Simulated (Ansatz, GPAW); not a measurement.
# KSrCl3 (model structure): optical spectrum from first principles, part 2 of 3

Aim: the dielectric function of KSrCl3 (model structure), and the optical constants that follow from it. The cell was made here by substitution or stacking, whether or not such a phase is known. It was built so: All Ca replaced by Sr and F replaced by Cl in the Pm-3m structure of KCaF3. The cell is first relaxed with Ansatz.

GPAW 26.7.0; DFT, RPBE, plane-wave PAW (GPAW data sets), scalar-relativistic, RPA, optical limit.

So far: The starting structure; Relaxation.

**3. Ground state**

First the ground state: is it a metal or has it a gap?

This step: DFT, RPBE, plane-wave PAW (GPAW data sets), scalar-relativistic, ground state (GPAW 26.7.0).

Contents of gs.py:

```python
from ase import Atoms
from ase.dft.bandgap import bandgap
from gpaw import GPAW, PW, FermiDirac

atoms = Atoms(['Sr', 'K', 'Cl', 'Cl', 'Cl'],
              cell=[[5.786715914800, 0.000000000000, 0.000000000000],
                    [0.000000000000, 5.786715914800, 0.000000000000],
                    [0.000000000000, 0.000000000000, 5.786715914800]],
              scaled_positions=[[1.000000000000, 0.000000000000, 0.000000000000],
                                [0.500000000000, 0.500000000000, 0.500000000000],
                                [0.500000000000, 1.000000000000, 0.000000000000],
                                [1.000000000000, 1.000000000000, 0.500000000000],
                                [1.000000000000, 0.500000000000, 0.000000000000]],
              pbc=[True, True, True])
atoms.calc = GPAW(mode=PW(500), xc='RPBE', kpts={'size': (4, 4, 4), 'gamma': True},
                  occupations=FermiDirac(0.05), maxiter=150, txt='gs.txt')
print('energy (eV)', atoms.get_potential_energy())
print('Fermi level (eV)', atoms.calc.get_fermi_level())
print('valence electrons', atoms.calc.get_number_of_electrons())
print('gap (eV)', bandgap(atoms.calc, output=None)[0])
print('direct gap (eV)', bandgap(atoms.calc, direct=True, output=None)[0])
atoms.calc.write('gs.gpw')
```

Started as:

```sh
$ OMP_NUM_THREADS=1 python gs.py
```

Numbers of over 12 decimals in the logs are rounded to 6 here.

The program printed:

```text
__  _  _
 | _ |_)|_||  |
 |__||  | ||/\| - 26.7.0

Versions:
  Python: 3.12.14
  ASE:    3.29.0
  Numpy:  2.5.5
  Scipy:  1.18.1
  Libxc:  7.0.0

Input parameters:
  mode=PW(ecut=500.0),
  kpts=MonkhorstPack(size=(4, 4, 4), gamma=True),
  maxiter=150,
  occupations=Occupations(name='fermi-dirac', width=0.05, fixmagmom=False),
  xc=XC(name='RPBE')

Diagonalizing LCAO Hamiltonian
Converting LCAO to pw mode
     .-------------.
    /|             |
   / |             |
  /  |             |
 *   |             |
 |   |    K        |
 |   |             |
 Cl  .-------------.
 |  /             /
 | /l            /
 |/             /
 Sr-----Cl-----*

Atoms  # Å, Bohr magnetons
|   | symbol |        x |        y |        z |    initial magnetic moments |
| 0 |     Sr | 5.786716 | 0.000000 | 0.000000 | ( 0.0000,  0.0000,  0.0000) |
| 1 |      K | 2.893358 | 2.893358 | 2.893358 | ( 0.0000,  0.0000,  0.0000) |
| 2 |     Cl | 2.893358 | 5.786716 | 0.000000 | ( 0.0000,  0.0000,  0.0000) |
| 3 |     Cl | 5.786716 | 5.786716 | 2.893358 | ( 0.0000,  0.0000,  0.0000) |
| 4 |     Cl | 5.786716 | 2.893358 | 0.000000 | ( 0.0000,  0.0000,  0.0000) |

Unit cell  # Å
| periodic |        x |        y |        z |  lengths |    angles |
|      yes | 5.786716 | 0.000000 | 0.000000 | 5.786716 | 90.000000 |
|      yes | 0.000000 | 5.786716 | 0.000000 | 5.786716 | 90.000000 |
|      yes | 0.000000 | 0.000000 | 5.786716 | 5.786716 | 90.000000 |

Number of symmetries: 48
Symmetry operations  # r_c * U_cc + t_c -> r_c
|    | kind |            matrix            |
|  0 |  E   |  1, 0, 0,  0, 1, 0,  0, 0, 1 |
|  1 |  σ   |  1, 0, 0,  0, 1, 0,  0, 0,-1 |
|  2 |  σ   |  1, 0, 0,  0, 0, 1,  0, 1, 0 |
|  3 |  C4  |  1, 0, 0,  0, 0, 1,  0,-1, 0 |
|  4 |  C4  |  1, 0, 0,  0, 0,-1,  0, 1, 0 |
|  5 |  σ   |  1, 0, 0,  0, 0,-1,  0,-1, 0 |
|  6 |  σ   |  1, 0, 0,  0,-1, 0,  0, 0, 1 |
|  7 |  C2  |  1, 0, 0,  0,-1, 0,  0, 0,-1 |
|  8 |  σ   |  0, 1, 0,  1, 0, 0,  0, 0, 1 |
|  9 |  C2  |  0, 1, 0,  1, 0, 0,  0, 0,-1 |
| 10 |  C3  |  0, 1, 0,  0, 0, 1,  1, 0, 0 |
| 11 |  S6  |  0, 1, 0,  0, 0, 1, -1, 0, 0 |
| 12 |  S6  |  0, 1, 0,  0, 0,-1,  1, 0, 0 |
| 13 |  C3  |  0, 1, 0,  0, 0,-1, -1, 0, 0 |
| 14 |  C4  |  0, 1, 0, -1, 0, 0,  0, 0, 1 |
| 15 |  S4  |  0, 1, 0, -1, 0, 0,  0, 0,-1 |
| 16 |  C3  |  0, 0, 1,  1, 0, 0,  0, 1, 0 |
| 17 |  S6  |  0, 0, 1,  1, 0, 0,  0,-1, 0 |
| 18 |  σ   |  0, 0, 1,  0, 1, 0,  1, 0, 0 |
| 19 |  C4  |  0, 0, 1,  0, 1, 0, -1, 0, 0 |
| 20 |  C2  |  0, 0, 1,  0,-1, 0,  1, 0, 0 |
| 21 |  S4  |  0, 0, 1,  0,-1, 0, -1, 0, 0 |
| 22 |  S6  |  0, 0, 1, -1, 0, 0,  0, 1, 0 |
| 23 |  C3  |  0, 0, 1, -1, 0, 0,  0,-1, 0 |
| 24 |  S6  |  0, 0,-1,  1, 0, 0,  0, 1, 0 |
| 25 |  C3  |  0, 0,-1,  1, 0, 0,  0,-1, 0 |
| 26 |  C4  |  0, 0,-1,  0, 1, 0,  1, 0, 0 |
| 27 |  σ   |  0, 0,-1,  0, 1, 0, -1, 0, 0 |
| 28 |  S4  |  0, 0,-1,  0,-1, 0,  1, 0, 0 |
| 29 |  C2  |  0, 0,-1,  0,-1, 0, -1, 0, 0 |
| 30 |  C3  |  0, 0,-1, -1, 0, 0,  0, 1, 0 |
| 31 |  S6  |  0, 0,-1, -1, 0, 0,  0,-1, 0 |
| 32 |  C4  |  0,-1, 0,  1, 0, 0,  0, 0, 1 |
| 33 |  S4  |  0,-1, 0,  1, 0, 0,  0, 0,-1 |
| 34 |  S6  |  0,-1, 0,  0, 0, 1,  1, 0, 0 |
| 35 |  C3  |  0,-1, 0,  0, 0, 1, -1, 0, 0 |
| 36 |  C3  |  0,-1, 0,  0, 0,-1,  1, 0, 0 |
| 37 |  S6  |  0,-1, 0,  0, 0,-1, -1, 0, 0 |
| 38 |  σ   |  0,-1, 0, -1, 0, 0,  0, 0, 1 |
| 39 |  C2  |  0,-1, 0, -1, 0, 0,  0, 0,-1 |
| 40 |  σ   | -1, 0, 0,  0, 1, 0,  0, 0, 1 |
| 41 |  C2  | -1, 0, 0,  0, 1, 0,  0, 0,-1 |
| 42 |  C2  | -1, 0, 0,  0, 0, 1,  0, 1, 0 |
| 43 |  S4  | -1, 0, 0,  0, 0, 1,  0,-1, 0 |
| 44 |  S4  | -1, 0, 0,  0, 0,-1,  0, 1, 0 |
| 45 |  C2  | -1, 0, 0,  0, 0,-1,  0,-1, 0 |
| 46 |  C2  | -1, 0, 0,  0,-1, 0,  0, 0, 1 |
| 47 |  i   | -1, 0, 0,  0,-1, 0,  0, 0,-1 |

BZ-sampling:
  Number of BZ points: 64
  Number of IBZ points: 10

  Monkhorst-Pack size: [4, 4, 4]
  Monkhorst-Pack shift: [0.125, 0.125, 0.125]

K-points  # in reciprocal-cell coordinates
|   |                                coordinates |     weight |
| 0 | (  0.00000000,   0.00000000,   0.00000000) | 0.01562500 |
| 1 | (  0.25000000,   0.00000000,   0.00000000) | 0.09375000 |
| 2 | (  0.25000000,   0.25000000,   0.00000000) | 0.18750000 |
| 3 | (  0.25000000,   0.25000000,   0.25000000) | 0.12500000 |
| 4 | (  0.50000000,   0.00000000,   0.00000000) | 0.04687500 |
| 5 | (  0.50000000,   0.25000000,   0.00000000) | 0.18750000 |
| 6 | (  0.50000000,   0.25000000,   0.25000000) | 0.18750000 |
| 7 | (  0.50000000,   0.50000000,   0.00000000) | 0.04687500 |
| 8 | (  0.50000000,   0.50000000,   0.25000000) | 0.09375000 |
| 9 | (  0.50000000,   0.50000000,   0.50000000) | 0.01562500 |

Plane wave coefficients: 4956
Cutoff: 500.0 eV

Spin-components: 1 (collinear spins)
Bands:           22
Projectors:      25
Spin-degeneracy: 2
Datatype:        complex128

Parallelization:
  kpt:    1
  domain: 1
  band:   1

Density:
  Valence electrons: 40.0
  Components: 1
  Grid points: [30 30 30]
  Charge: 0.0  # |e|

Potential:
  Grid points: [30 30 30]

species:
  Sr:
    name:    Strontium
    id:
    Z:       38.0
    valence: 10
    core:    28
    charge:  0.0  # [|e|]
    compensation charges:
      type: gauss
      rc: 0.40  # [Å]
      lmax: 2
    cutoffs:
      filter: 2.39  # [Å]
      core: 1.85  # [Å]
    projectors
    | kind |    occ | energy [eV] | rcut [Å] |
    |   4s |  2.000 |     -40.924 |    1.291 |
    |   5s |  2.000 |      -3.484 |    1.291 |
    |   4p |  6.000 |     -22.868 |    1.291 |
    |    p |        |       4.343 |    1.291 |
    |    d |        |       0.000 |    1.254 |

    Using partial waves for Sr as LCAO basis

  K:
    name:    Potassium
    id:
    Z:       19.0
    valence: 9
    core:    10
    charge:  0.0  # [|e|]
    compensation charges:
      type: gauss
      rc: 0.35  # [Å]
      lmax: 2
    cutoffs:
      filter: 1.91  # [Å]
      core: 1.27  # [Å]
    projectors
    | kind |    occ | energy [eV] | rcut [Å] |
    |   3s |  2.000 |     -35.407 |    1.122 |
    |   4s |  1.000 |      -2.277 |    1.122 |
    |   3p |  6.000 |     -18.838 |    1.106 |
    |    p |        |       8.374 |    1.106 |
    |    d |        |       0.000 |    0.937 |

    Using partial waves for K as LCAO basis

  Cl:
    name:    Chlorine
    id:
    Z:       17.0
    valence: 7
    core:    10
    charge:  0.0  # [|e|]
    compensation charges:
      type: gauss
      rc: 0.25  # [Å]
      lmax: 2
    cutoffs:
      filter: 1.40  # [Å]
      core: 1.49  # [Å]
    projectors
    | kind |    occ | energy [eV] | rcut [Å] |
    |   3s |  2.000 |     -20.687 |    0.794 |
    |   3p |  5.000 |      -8.572 |    0.794 |
    |    s |        |       6.524 |    0.794 |
    |    p |        |      18.639 |    0.794 |
    |    d |        |       0.000 |    0.794 |

    Using partial waves for Cl as LCAO basis

Reference energy: -140567.183699  # eV

eigensolver:
  PPCG
  Converge bands: occupied
  niter=2

density mixing:
  MSR1-Mixer
  Pratt-step length: 0.05
  Maximum mixing coefficient: 0.75
  Old densities: 10
  SVD Regularization: 0.005
  Good broyden scale: 1.0
  Trust region scale: 1.0
  Backstep threshold: 4.0
  History deletion threshold: 6.0
  Fourier metric: weight=20.0, sigma=0.015

occupation numbers:
  Fermi-Dirac:
    width: 0.0500  # eV

poisson solver:
  ecut: 4000.0  # eV

xc functional:
  name: RPBE with 2 nearest neighbor stencil

convergence criteria:
- Maximum [total energy] change in last 3 cyles: 0.0005 eV / valence electron
- Maximum integral of absolute [dens]ity change: 0.0001 electrons / valence electron
- Maximum integral of absolute [eigenst]ate change: 4e-08 eV^2 / valence electron
maximum number of iterations: 150

SCF iterations
|iter     |      energy | eigst |  dens |
|iter:   1||  -19.107708 | -0.39 |       |
|iter:   2||  -18.992747 | -2.34 | -1.19 |
|iter:   3||  -18.526192 | -1.34 | -1.22 |
|iter:   4||  -18.545372 | -2.74 | -1.66 |
|iter:   5||  -18.553023 | -3.52 | -2.09 |
|iter:   6||  -18.553586c| -4.72 | -2.84 |
|iter:   7||  -18.553665c| -5.70 | -3.37 |
|iter:   8||  -18.553671c| -6.59 | -3.95 |
|iter:   9||  -18.553671c| -7.90c| -4.63c|

Converged in 9 steps
SCF loop duration: 16.553 s (1.839 s/step)
Energy contributions relative to reference atoms: (reference = -140567.183699)

Energy contributions:
  Kinetic:          14.760745
  Coulomb:         -13.607729
  Zero:             -0.895743
  External:          0.000000
  Xc:              -18.810943
  Entropy:          -0.000000
  Spinorbit:         0.000000
  ----------------------------
  Free energy:     -18.553671
  Extrapolated:    -18.553671

dipole moment: (-66.106286, -66.106286, -66.106286)  # |e|*Ang

Fermi level: 0.906
Eigenvalues  # (at kpt = [0.000, 0.000, 0.000])
| band index |      eig [eV] | occ [0-2] |
|          0 |       -33.150 |     2.000 |
|        ... |               |           |
|         12 |        -1.691 |     2.000 |
|         13 |        -1.691 |     2.000 |
|         14 |        -1.047 |     2.000 |
|         15 |        -1.047 |     2.000 |
|         16 |        -1.047 |     2.000 |
|         17 |        -0.932 |     2.000 |
|         18 |        -0.932 |     2.000 |
|         19 |        -0.932 |     2.000 |
|         20 |         3.863 |     0.000 |
|         21 |         7.420 |     0.000 |

Gap: 4.564 eV
Transition (v -> c):
  (s=0, k=9, n=19, [0.50, 0.50, 0.50]) -> (s=0, k=0, n=20, [0.00, 0.00, 0.00])
Direct/indirect transitions are different
Direct gap: 4.794 eV
Transition at: (s=0, k=0, n=19, [0.00, 0.00, 0.00])

--- standard output ---
energy (eV) -18.553671
Fermi level (eV) 0.906183
valence electrons 40.0
gap (eV) 4.564279
direct gap (eV) 4.794487
```

The job ended after 18 s (1 thread of Arm Neoverse V1, shared host; peak memory 0.2 GiB).

This step gave:

- energy: -18.55 eV
- Fermi energy: 0.9062 eV
- gap on the k-mesh: 4.564 eV
- direct gap on the mesh: 4.794 eV
- electrons: 40

There is a gap, 4.56 eV on this mesh (points off the mesh can give less), so no carriers' term is needed.

**4. Bands for the response**

The response needs many more empty bands than the density does.

This step: DFT, RPBE, plane-wave PAW (GPAW data sets), scalar-relativistic, bands at fixed density (GPAW 26.7.0).

Contents of nscf.py:

```python
from ase.dft.bandgap import bandgap
from gpaw import GPAW, FermiDirac

calc = GPAW('gs.gpw').fixed_density(kpts={'size': (6, 6, 6), 'gamma': True}, nbands=87, convergence={'bands': 81},
                                    occupations=FermiDirac(0.001), txt='nscf.txt')
print('gap (eV)', bandgap(calc, output=None)[0])
print('direct gap (eV)', bandgap(calc, direct=True, output=None)[0])
print('top band over the Fermi level (eV)', min(calc.get_eigenvalues(kpt=k)[80] for k in range(len(calc.get_ibz_k_points()))) - calc.get_fermi_level())
calc.write('full.gpw', mode='all')
```

Started as:

```sh
$ OMP_NUM_THREADS=1 python nscf.py
```

The program printed:

```text
Diagonalizing LCAO Hamiltonian
Converting LCAO to pw mode
convergence criteria:
- Maximum integral of absolute [eigenst]ate change: 4e-08 eV^2 / valence electron
maximum number of iterations: 150

SCF iterations
|iter     |      energy | eigst |  dens |
|iter:   1||             | +3.68 |       |
|iter:   2||             | +2.43 |       |
|iter:   3||             | +1.49 |       |
|iter:   4||             | +0.60 |       |
|iter:   5||             | -0.12 |       |
|iter:   6||             | -0.76 |       |
|iter:   7||             | -1.41 |       |
|iter:   8||             | -1.98 |       |
|iter:   9||             | -2.58 |       |
|iter:  10||             | -3.10 |       |
|iter:  11||             | -3.70 |       |
|iter:  12||             | -4.22 |       |
|iter:  13||             | -4.80 |       |
|iter:  14||             | -5.32 |       |
|iter:  15||             | -5.85 |       |
|iter:  16||             | -6.35 |       |
|iter:  17||             | -6.85 |       |
|iter:  18||             | -7.05 |       |
|iter:  19||             | -7.49c|       |
SCF steps: 19
  __  _  _
 | _ |_)|_||  |
 |__||  | ||/\| - 26.7.0

Versions:
  Python: 3.12.14
  ASE:    3.29.0
  Numpy:  2.5.5
  Scipy:  1.18.1
  Libxc:  7.0.0

Input parameters:
  mode=PW(ecut=500.0),
  convergence={'bands': 81},
  gpts=array([30, 30, 30]),
  kpts=MonkhorstPack(size=(6, 6, 6), gamma=True),
  maxiter=150,
  nbands=87,
  occupations=Occupations(name='fermi-dirac', width=0.001, fixmagmom=False),
  parallel={},
  xc=XC(name='RPBE')

--- standard output ---
gap (eV) 4.564279
direct gap (eV) 4.794487
top band over the Fermi level (eV) 23.384536
```

The job ended after 4.6 min (1 thread; peak memory 0.36 GiB).

[end of part 2 of 3]

[Machine, clock and banner lines and Python warnings are left out of the logs.]

[Logs are printed without paths, hosts, clocks, repeated set-up lines and the standing remarks that a program may print on its own settings, such as how far it seeks lower states.]

[Hosts, paths, dates, database ids (printed as entryN), source tags and the programs' standing remarks are cut or masked in the printed files.]
